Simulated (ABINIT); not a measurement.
Planning a run of ABINIT 10.8.3 on SnO2 (Cassiterite). The input:

```
acell 3*1.0 Angstrom
rprim 
  4.738000000000 0.000000000000 0.000000000000
  0.000000000000 4.738000000000 0.000000000000
  0.000000000000 0.000000000000 3.186500000000
ntypat 2
znucl 50 8
natom 6
typat 1 1 2 2 2 2
xred 
  0.000000000000 0.000000000000 0.000000000000
  0.500000000000 0.500000000000 0.500000000000
  0.307100000000 0.307100000000 0.000000000000
  0.192900000000 0.807100000000 0.500000000000
  0.692900000000 0.692900000000 0.000000000000
  0.807100000000 0.192900000000 0.500000000000
pp_dirpath "pseudos"
pseudos "Sn.upf, O.upf"
ecut 42
ngkpt 8 8 10
nshiftk 1
shiftk 0 0 0
kptopt 1
chksymbreak 0
istwfk *1
occopt 1
irdwfk 1
optdriver 99
bs_calctype 1
mbpt_sciss 1.437 eV
bs_loband 33
nband 35
bs_exchange_term 1
bs_coulomb_term 21
bs_coupling 0
bs_algorithm 1
bs_freq_mesh 0 6 0.05 eV
zcut 0.1 eV
ecuteps 3
ecutwfn 21
inclvkb 2
mdf_epsinf 4.59
irdden 1
indata_prefix "in"
outdata_prefix "out"
tmpdata_prefix "tmp"
```

```sh
OMP_NUM_THREADS=1 mpirun -n 8 abinit run.abi > log
```

**Question.** How long will it take on 8 MPI ranks of Arm Neoverse V1, shared host, and how much memory?

It took 49 s; on shared hardware allow 25 s to 99 s. Peak host memory was 3.7 GiB.

The kernel grows as the square of the matrix size, and full diagonalisation as its cube.

[Paths, hosts, dates, memory and timing lines, banners, echoed tables and standing remarks are left out of the program output.]

[Logs are printed without paths, hosts, clocks, repeated set-up lines and the standing remarks that a program may print on its own settings, such as how far it seeks lower states.]

[Runs of the session that timed out or met a known fault of the program may be left out.]

[Hosts, paths, dates, database ids (printed as entryN), source tags and the programs' standing remarks are cut or masked in the printed files.]

[G0W0 gaps are taken among the corrected bands and points alone; a level outside them can change the order at an edge.]

[Where Ansatz stands beside ABINIT at settings called matched, ABINIT's density can come from a denser mesh and the files from another edition; pairs whose starting gaps differed by over 0.03 eV were left out, so agreement reads better than it is.]
